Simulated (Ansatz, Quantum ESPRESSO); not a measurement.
# Rb3SCl (Pm-3m): third-order response, part 2 of 3

Aim: Raman and infrared lines of Rb3SCl (Pm-3m).

Quantum ESPRESSO 8.0 development, patched; DFT LDA, scalar-relativistic, plane waves, PseudoDojo norm-conserving pseudopotentials.

So far. Step 2 (A first look): A gap of 1.2 eV opens on this mesh, so the crystal is taken as an insulator; the start stands at -1.5 GPa. Step 4 (Self-consistent run for the response): The cell stands at -0.015 GPa, close enough for phonons. The relaxed cell has a = 6.071 Å (conventional setting).

The structure was built from a prototype and need not be the compound's stable phase.

**5. Zone-centre response**

At q = 0 one unit cell holds all displacements; symmetry groups them into irreducible representations that are solved one by one. The response to a field gives ε∞ and the Born charges, which polar modes need. Third-order response adds the Raman tensors.

The input, ph.in:

```
phonons
&INPUTPH
  prefix = 'x'
  outdir = './tmp'
  fildyn = 'g.dyn'
  tr2_ph = 1.0d-18
  epsil  = .true.
  lraman = .true.
  elop   = .true.
/
0.000000000000 0.000000000000 0.000000000000
```

The run is started by

```bash
OMP_NUM_THREADS=1 mpirun -n 4 ph.x -nk 4 -in ph.in > ph.out
```

The log of the run:

```text
[banners, grids, parts of the stress and lines that vanish by symmetry left out]
[banner, memory and clock lines left out]
Program PHONON v.8.0dev

[...]
(   1q-points):
[...]
Exchange-correlation= PW
                           (   1   4   0   0   0   0   0)
[...]
kinetic-energy cut-off    =      48.0000  Ry
     charge density cut-off    =     192.0000  Ry
     convergence threshold     =      1.0E-18
[...]
Exchange-correlation= PW
                           (   1   4   0   0   0   0   0)
[...]
q = (   0.0000000   0.0000000   0.0000000 )
     49 Sym.Ops. (with q -> -q+G )
     G cutoff =  640.1237  (  67715 G-vectors)     FFT grid: ( 54, 54, 54)
     number of k points=    10
[...]
Mode symmetry, O_h (m-3m)  point group:
[...]
Dielectric constant
[...]
End of electric fields calculation
          Dielectric constant in cartesian axis
          (       2.902137465       0.000000000       0.000000000 )
          (       0.000000000       2.902137465       0.000000000 )
          (       0.000000000       0.000000000       2.902137465 )
          Effective charges (d Force / dE) in cartesian axis without acoustic sum rule applied (asr)
           atom    1  Cl    Mean Z*:       -1.32877
      Ex  (       -1.32877        0.00000        0.00000 )
      Ey  (        0.00000       -1.32877        0.00000 )
      Ez  (        0.00000        0.00000       -1.32877 )
           atom    2  S     Mean Z*:       -2.13727
      Ex  (       -2.13727        0.00000        0.00000 )
      Ey  (        0.00000       -2.13727        0.00000 )
      Ez  (        0.00000        0.00000       -2.13727 )
           atom    3  Rb    Mean Z*:        1.13787
      Ex  (        1.00324        0.00000        0.00000 )
      Ey  (        0.00000        1.00324        0.00000 )
      Ez  (        0.00000        0.00000        1.40712 )
           atom    4  Rb    Mean Z*:        1.13787
      Ex  (        1.00324        0.00000        0.00000 )
      Ey  (        0.00000        1.40712        0.00000 )
      Ez  (        0.00000        0.00000        1.00324 )
           atom    5  Rb    Mean Z*:        1.13787
      Ex  (        1.40712        0.00000        0.00000 )
      Ey  (        0.00000        1.00324        0.00000 )
      Ez  (        0.00000        0.00000        1.00324 )
          Effective charges Sum: Mean:       -0.05243
[...]
Effective charges (d Force / dE) in cartesian axis with asr applied:
           atom    1  Cl    Mean Z*:       -1.31828
[...]
atom    2  S     Mean Z*:       -2.12678
[...]
atom    3  Rb    Mean Z*:        1.14835
[...]
atom    4  Rb    Mean Z*:        1.14835
[...]
atom    5  Rb    Mean Z*:        1.14835
[...]
Dielectric constant from finite-differences
          (       2.902141916       0.000000000       0.000000000 )
          (       0.000000000       2.902141916       0.000000000 )
          (       0.000000000       0.000000000       2.902141916 )
[...]
(       0.000000000       0.000000000       0.000000000 )
          (       0.000000000       0.000000000      -0.000000000 )
          (       0.000000000      -0.000000000       0.000000000 )
          (       0.000000000       0.000000000      -0.000000000 )
          (       0.000000000       0.000000000       0.000000000 )
          (       0.000000000       0.000000000       0.000000000 )
          (       0.000000000      -0.000000000       0.000000000 )
          (      -0.000000000       0.000000000       0.000000000 )
[...]
(       0.000000000       0.000000000       0.000000000 )
          (      -0.000000000       0.000000000       0.000000000 )
          (       0.000000000       0.000000000       0.000000000 )
          (       0.000000000       0.000000000       0.000000000 )
          (       0.000000000       0.000000000       0.000000000 )
[...]
Representation #   1 modes #   1   2   3
[...]
End of self-consistent calculation
     Convergence has been achieved
     Representation #   2 modes #   4   5   6
[...]
End of self-consistent calculation
     Convergence has been achieved
     Representation #   3 modes #   7   8   9
[...]
End of self-consistent calculation
     Convergence has been achieved
     Representation #   4 modes #  10  11  12
[...]
End of self-consistent calculation
     Convergence has been achieved
     Representation #   5 modes #  13  14  15
[...]
End of self-consistent calculation
     Convergence has been achieved
[...]
Dielectric constant in cartesian axis
          (       2.902137465       0.000000000       0.000000000 )
          (       0.000000000       2.902137465       0.000000000 )
          (       0.000000000       0.000000000       2.902137465 )
          Effective charges (d Force / dE) in cartesian axis without acoustic sum rule applied (asr)
           atom    1  Cl    Mean Z*:       -1.32877
      Ex  (       -1.32877        0.00000        0.00000 )
      Ey  (        0.00000       -1.32877        0.00000 )
      Ez  (        0.00000        0.00000       -1.32877 )
           atom    2  S     Mean Z*:       -2.13727
      Ex  (       -2.13727        0.00000        0.00000 )
      Ey  (        0.00000       -2.13727        0.00000 )
      Ez  (        0.00000        0.00000       -2.13727 )
           atom    3  Rb    Mean Z*:        1.13787
      Ex  (        1.00324        0.00000        0.00000 )
      Ey  (        0.00000        1.00324        0.00000 )
      Ez  (        0.00000        0.00000        1.40712 )
           atom    4  Rb    Mean Z*:        1.13787
      Ex  (        1.00324        0.00000        0.00000 )
      Ey  (        0.00000        1.40712        0.00000 )
      Ez  (        0.00000        0.00000        1.00324 )
           atom    5  Rb    Mean Z*:        1.13787
      Ex  (        1.40712        0.00000        0.00000 )
      Ey  (        0.00000        1.00324        0.00000 )
      Ez  (        0.00000        0.00000        1.00324 )
          Effective charges Sum: Mean:       -0.05243
[...]
Effective charges (d Force / dE) in cartesian axis with asr applied:
           atom    1  Cl    Mean Z*:       -1.31828
[...]
atom    2  S     Mean Z*:       -2.12678
[...]
atom    3  Rb    Mean Z*:        1.14835
[...]
atom    4  Rb    Mean Z*:        1.14835
[...]
atom    5  Rb    Mean Z*:        1.14835
[...]
q = (    0.000000000   0.000000000   0.000000000 )
[...]
freq (    1) =      -2.117066 [THz] =     -70.617719 [cm-1]
     freq (    2) =      -2.117066 [THz] =     -70.617719 [cm-1]
     freq (    3) =      -2.117066 [THz] =     -70.617719 [cm-1]
     freq (    4) =      -1.078147 [THz] =     -35.963127 [cm-1]
     freq (    5) =      -1.078147 [THz] =     -35.963127 [cm-1]
     freq (    6) =      -1.078147 [THz] =     -35.963127 [cm-1]
     freq (    7) =      -0.014758 [THz] =      -0.492279 [cm-1]
     freq (    8) =      -0.014758 [THz] =      -0.492279 [cm-1]
     freq (    9) =      -0.014758 [THz] =      -0.492279 [cm-1]
     freq (   10) =       1.912217 [THz] =      63.784688 [cm-1]
     freq (   11) =       1.912217 [THz] =      63.784688 [cm-1]
     freq (   12) =       1.912217 [THz] =      63.784688 [cm-1]
     freq (   13) =       6.290021 [THz] =     209.812512 [cm-1]
     freq (   14) =       6.290021 [THz] =     209.812512 [cm-1]
     freq (   15) =       6.290021 [THz] =     209.812512 [cm-1]
[...]
Mode symmetry, O_h (m-3m)  point group:
     freq (   1-   3) =        -70.6  [cm-1]   --> T_1u G_15  G_4- I
     freq (   4-   6) =        -36.0  [cm-1]   --> T_2u G_25  G_5-
     freq (   7-   9) =         -0.5  [cm-1]   --> T_1u G_15  G_4- I
     freq (  10-  12) =         63.8  [cm-1]   --> T_1u G_15  G_4- I
     freq (  13-  15) =        209.8  [cm-1]   --> T_1u G_15  G_4- I
```

Run time: 25 min. Hardware: 4 MPI ranks of Arm Neoverse V1, shared host; 1.7 h of CPU time.

Numbers from this step:

- miss of the charge sum rule: 0.05244 e
- largest acoustic frequency at the zone centre before the sum rule: -0.49 cm⁻¹
- highest optical zone-centre mode (no LO-TO term): 209.8 cm⁻¹
- lowest optical zone-centre mode: -70.62 cm⁻¹
- mean high-frequency dielectric constant: 2.902
- largest Born charge in size (third of the trace): 2.137 e

Born charge (rows field, columns displacement), before the sum rule (e), principal values of the symmetric part by kind of site:

```
atom  atoms with these values    low  middle   high   mean
 Cl1                        1  -1.33   -1.33  -1.33  -1.33
  S2                        1  -2.14   -2.14  -2.14  -2.14
 Rb3                        3   1.00    1.00   1.41   1.14
```

In full for Cl1:

```
-1.33  0.00  0.00
 0.00 -1.33  0.00
 0.00  0.00 -1.33
```

High-frequency dielectric tensor:

```
2.90 0.00 0.00
0.00 2.90 0.00
0.00 0.00 2.90
```

The acoustic modes at Γ come out as far as 0.5 cm⁻¹ from zero, where they should vanish, a small numerical error; the Born charges miss their sum rule by 0.052 e, too much: mesh or cutoff is short for the field response. The lowest optical mode is imaginary, 71i cm⁻¹, an instability at this level and on this k mesh.

**6. Zone-centre analysis**

A rigid shift of the crystal must cost nothing, but grids and finite bases break this; the acoustic sum rule is imposed before the matrix is diagonalised again. With Born charges the intensities follow; a static dielectric tensor has no meaning with imaginary modes.

The input, dynmat.in:

```
&INPUT
  fildyn = 'g.dyn'
  asr    = 'simple'
  fileig = 'dynmat.eig'
  lperm  = .true.
/
```

The run is started by

```bash
dynmat.x -in dynmat.in > dynmat.out
```

The log of the run:

```text
[banner, memory and clock lines left out]
Program DYNMAT v.8.0dev

     Reading Dynamical Matrix from file g.dyn
     ...Force constants read
     ...epsilon and Z* read
     ...Raman cross sections read
     A direction for q was not specified:TO-LO splitting will be absent

     Polarizability (A^3 units)
     multiply by 0.611978 for Clausius-Mossotti correction (not under assume_isolated = 'mt')
        33.870298    0.000000    0.000000
         0.000000   33.870298    0.000000
         0.000000    0.000000   33.870298

     IR activities are in (D/A)^2/amu units

# mode   [cm-1]    [THz]      IR
    1    -70.62   -2.1172    2.0283
    2    -70.62   -2.1172    2.0283
    3    -70.62   -2.1172    2.0283
    4    -35.96   -1.0780    0.0000
    5    -35.96   -1.0780    0.0000
    6    -35.96   -1.0780    0.0000
    7     -0.00   -0.0000    0.0000
    8     -0.00   -0.0000    0.0000
    9      0.00    0.0000    0.0000
   10     63.79    1.9123    0.0351
   11     63.79    1.9123    0.0351
   12     63.79    1.9123    0.0351
   13    209.81    6.2901    3.4198
   14    209.81    6.2901    3.4198
   15    209.81    6.2901    3.4198

Electronic dielectric permittivity tensor (relative, adimensional)
         2.902137    0.000000    0.000000
         0.000000    2.902137    0.000000
         0.000000    0.000000    2.902137

 ... with zone-center polar mode contributions
         3.724927   -0.000000   -0.000000
        -0.000000    3.724927   -0.000000
        -0.000000   -0.000000    3.724927

[end of the log left out, with the tail of the file of modes that dynmat.x writes under the same name]
```

Wall time 0.47 s (1 thread).

Unit eigenvectors of the mass-weighted matrix after the sum rule; no LO-TO term. The modes at Γ (shares of kinetic energy by element, %) (negative means imaginary):

```
mode  frequency (cm⁻¹)  Cl %  S %  Rb %
   1             -70.6    69    2    29
   2             -70.6    69    2    29
   3             -70.6    69    2    29
   4             -36.0     0    0   100
   5             -36.0     0    0   100
   6             -36.0     0    0   100
   7               0.0    11   10    79
   8               0.0    11   10    79
   9               0.0    11   10    79
  10              63.8    20   20    60
  11              63.8    20   20    60
  12              63.8    20   20    60
  13             209.8     0   68    32
  14             209.8     0   68    32
  15             209.8     0   68    32
```

Displacements in mode 2 (-70.6 cm⁻¹), the largest set to 1:
```
Cl1 -0.02  0.01  1.00
S2   0.00  0.00  0.17
Rb3  0.01  0.00  0.10
Rb4  0.01  0.00 -0.29
Rb5  0.00  0.00 -0.29
```

Displacements in mode 11 (63.8 cm⁻¹), the largest set to 1:
```
Cl1 -0.20  0.02 -0.95
S2   0.21 -0.02  1.00
Rb3 -0.09  0.01  0.88
Rb4 -0.09 -0.02 -0.43
Rb5  0.19  0.01 -0.43
```

Degenerate modes summed, no LO-TO term; imaginary modes left out. Infrared lines, with heights relative to the strongest:

```
position (cm⁻¹)  lines merged  IR intensity, relative
             64             3                     1.0
            210             3                     100
```

The rule moves no optical mode by more than 0.1 cm⁻¹.

**7. Sum rules set otherwise (asr no)**

Without the rule the raw error of the acoustic modes shows.

The input, dynmat.in:

```
&INPUT
  fildyn = 'g.dyn'
  asr    = 'no'
  fileig = 'dynmat.eig'
  lperm  = .true.
/
```

The run is started by

```bash
dynmat.x -in dynmat.in > dynmat.out
```

The log of the run:

```text
[banner, memory and clock lines left out]
Program DYNMAT v.8.0dev

     Reading Dynamical Matrix from file g.dyn
     ...Force constants read
     ...epsilon and Z* read
     ...Raman cross sections read
     A direction for q was not specified:TO-LO splitting will be absent

     Polarizability (A^3 units)
     multiply by 0.611978 for Clausius-Mossotti correction (not under assume_isolated = 'mt')
        33.870298    0.000000    0.000000
         0.000000   33.870298    0.000000
         0.000000    0.000000   33.870298

     IR activities are in (D/A)^2/amu units

# mode   [cm-1]    [THz]      IR
    1    -70.62   -2.1171    2.0422
    2    -70.62   -2.1171    2.0422
    3    -70.62   -2.1171    2.0422
    4    -35.96   -1.0781    0.0000
    5    -35.96   -1.0781    0.0000
    6    -35.96   -1.0781    0.0000
    7     -0.49   -0.0147    0.0002
    8     -0.49   -0.0147    0.0002
    9     -0.49   -0.0147    0.0002
   10     63.78    1.9122    0.0352
   11     63.78    1.9122    0.0352
   12     63.78    1.9122    0.0352
   13    209.81    6.2900    3.4365
   14    209.81    6.2900    3.4365
   15    209.81    6.2900    3.4365

Electronic dielectric permittivity tensor (relative, adimensional)
         2.902137    0.000000    0.000000
         0.000000    2.902137    0.000000
         0.000000    0.000000    2.902137

 ... with zone-center polar mode contributions
         3.728716    0.000000    0.000000
         0.000000    3.728716   -0.000000
         0.000000   -0.000000    3.728716

[end of the log left out, with the tail of the file of modes that dynmat.x writes under the same name]
```

Run time: 0.45 s. Hardware: 1 thread.

Zone-centre frequencies as printed; negative means imaginary. Modes:

```
mode  frequency (cm⁻¹)
   1            -70.62
   2            -70.62
   3            -70.62
   4            -35.96
   5            -35.96
   6            -35.96
   7             -0.49
   8             -0.49
   9             -0.49
  10             63.78
  11             63.78
  12             63.78
  13             209.8
  14             209.8
  15             209.8
```

Against the first rule no mode moves by more than 0.5 cm⁻¹.

**8. Sum rules set otherwise: a sum rule for molecules or wires on a crystal**

This rule also removes rotations, which suits wires and not a crystal; it is tried to see the harm.

The input, dynmat.in:

```
&INPUT
  fildyn = 'g.dyn'
  asr    = 'one-dim'
  fileig = 'dynmat.eig'
  lperm  = .true.
/
```

The run is started by

```bash
dynmat.x -in dynmat.in > dynmat.out
```

The log of the run:

```text
[banner, memory and clock lines left out]
Program DYNMAT v.8.0dev

     Reading Dynamical Matrix from file g.dyn
     ...Force constants read
     ...epsilon and Z* read
     ...Raman cross sections read
asr rotation axis in 1D system=    3
     Acoustic Sum Rule: || Z*(ASR) - Z*(orig)|| =    4.060961E-02
     Acoustic Sum Rule: ||dyn(ASR) - dyn(orig)||=    2.333629E-02
     Message from routine dynmat:
     WARNING: the charges keep any dipole. Ignore the strengths of the modes set to zero; with q typed a rigid rotation may get a frequency
     A direction for q was not specified:TO-LO splitting will be absent

     Polarizability (A^3 units)
     multiply by 0.611978 for Clausius-Mossotti correction (not under assume_isolated = 'mt')
        33.870298    0.000000    0.000000
         0.000000   33.870298    0.000000
         0.000000    0.000000   33.870298

     IR activities are in (D/A)^2/amu units

# mode   [cm-1]    [THz]      IR
    1    -70.62   -2.1171    2.0284
    2    -70.62   -2.1171    2.0284
    3    -65.97   -1.9779    1.9522
    4    -35.96   -1.0781    0.0000
    5    -35.96   -1.0781    0.0000
    6     -0.00   -0.0000    0.0072
    7     -0.00   -0.0000    0.0018
    8     -0.00   -0.0000    0.0031
    9      0.00    0.0000    0.0162
   10     26.34    0.7896    0.1622
   11     63.78    1.9122    0.0351
   12     63.78    1.9122    0.0351
   13    209.81    6.2900    3.4198
   14    209.81    6.2900    3.4198
   15    211.16    6.3304    3.3407

Electronic dielectric permittivity tensor (relative, adimensional)
         2.902137    0.000000    0.000000
         0.000000    2.902137    0.000000
         0.000000    0.000000    2.902137

 ... with zone-center polar mode contributions
         4.784725   -1.059845    0.000000
        -1.059845    4.784725   -0.000000
         0.000000   -0.000000    3.724880

[end of the log left out, with the tail of the file of modes that dynmat.x writes under the same name]
```

It took 0.45 s on 1 thread.

The program raised no error, yet the settings are not those of a careful run.

The fault: a sum rule for molecules or wires on a crystal; 1 optical mode is projected out to zero frequency, as if it were a rotation.

For a crystal the rule has to be 'simple' or 'crystal'.

Zone-centre frequencies as printed; negative means imaginary. Modes:

```
mode  frequency (cm⁻¹)
   1            -70.62
   2            -70.62
   3            -65.97
   4            -35.96
   5            -35.96
   6                 0
   7                 0
   8                 0
   9                 0
  10             26.34
  11             63.78
  12             63.78
  13             209.8
  14             209.8
  15             211.2
```

**9. Modes along a direction of q (1 0 0)**

A longitudinal polar mode sets up a macroscopic field that stiffens it; the term hangs on the direction from which q goes to zero.

The input, dynmat.in:

```
&INPUT
  fildyn = 'g.dyn'
  asr    = 'simple'
  fileig = 'dynmat.eig'
  q(1)   = 1.0
  q(2)   = 0.0
  q(3)   = 0.0
/
```

The run is started by

```bash
dynmat.x -in dynmat.in > dynmat.out
```

The log of the run:

```text
[banner, memory and clock lines left out]
Program DYNMAT v.8.0dev

     Reading Dynamical Matrix from file g.dyn
     ...Force constants read
     ...epsilon and Z* read
     ...Raman cross sections read

     Polarizability (A^3 units)
     multiply by 0.611978 for Clausius-Mossotti correction (not under assume_isolated = 'mt')
        33.870298    0.000000    0.000000
         0.000000   33.870298    0.000000
         0.000000    0.000000   33.870298

     IR activities are in (D/A)^2/amu units

# mode   [cm-1]    [THz]      IR
    1    -70.62   -2.1172    2.0283
    2    -70.62   -2.1172    2.0283
    3    -35.96   -1.0780    0.0000
    4    -35.96   -1.0780    0.0000
    5    -35.96   -1.0780    0.0000
    6     -0.00   -0.0000    0.0000
    7     -0.00   -0.0000    0.0000
    8      0.00    0.0000    0.0000
    9     13.88    0.4160    1.1630
   10     63.79    1.9123    0.0351
   11     63.79    1.9123    0.0351
   12     65.37    1.9598    0.1075
   13    209.81    6.2901    3.4198
   14    209.81    6.2901    3.4198
   15    238.00    7.1352    4.2128

[end of the log left out, with the tail of the file of modes that dynmat.x writes under the same name]
```

Run time: 0.45 s. Hardware: 1 thread.

Numbers from this step:

| Item | Value |
| --- | --- |
| highest mode moved by the LO-TO term | 238 cm⁻¹ |

Zone-centre frequencies as printed; negative means imaginary. Modes:

```
mode  frequency (cm⁻¹)
   1            -70.62
   2            -70.62
   3            -35.96
   4            -35.96
   5            -35.96
   6                 0
   7                 0
   8                 0
   9             13.88
  10             63.79
  11             63.79
  12             65.37
  13             209.8
  14             209.8
  15               238
```

The field moves 3 modes; the highest of them now lies at 238 cm⁻¹, where the highest that moved away lay at 210.

(Part 2 of 3 ends here.)

[Host names and launcher messages were left out of these logs when they were recorded.]

[Logs are printed without paths, hosts, clocks, repeated set-up lines and the standing remarks that a program may print on its own settings, such as how far it seeks lower states.]

[Hosts, paths, dates, database ids (printed as entryN), source tags and the programs' standing remarks are cut or masked in the printed files.]
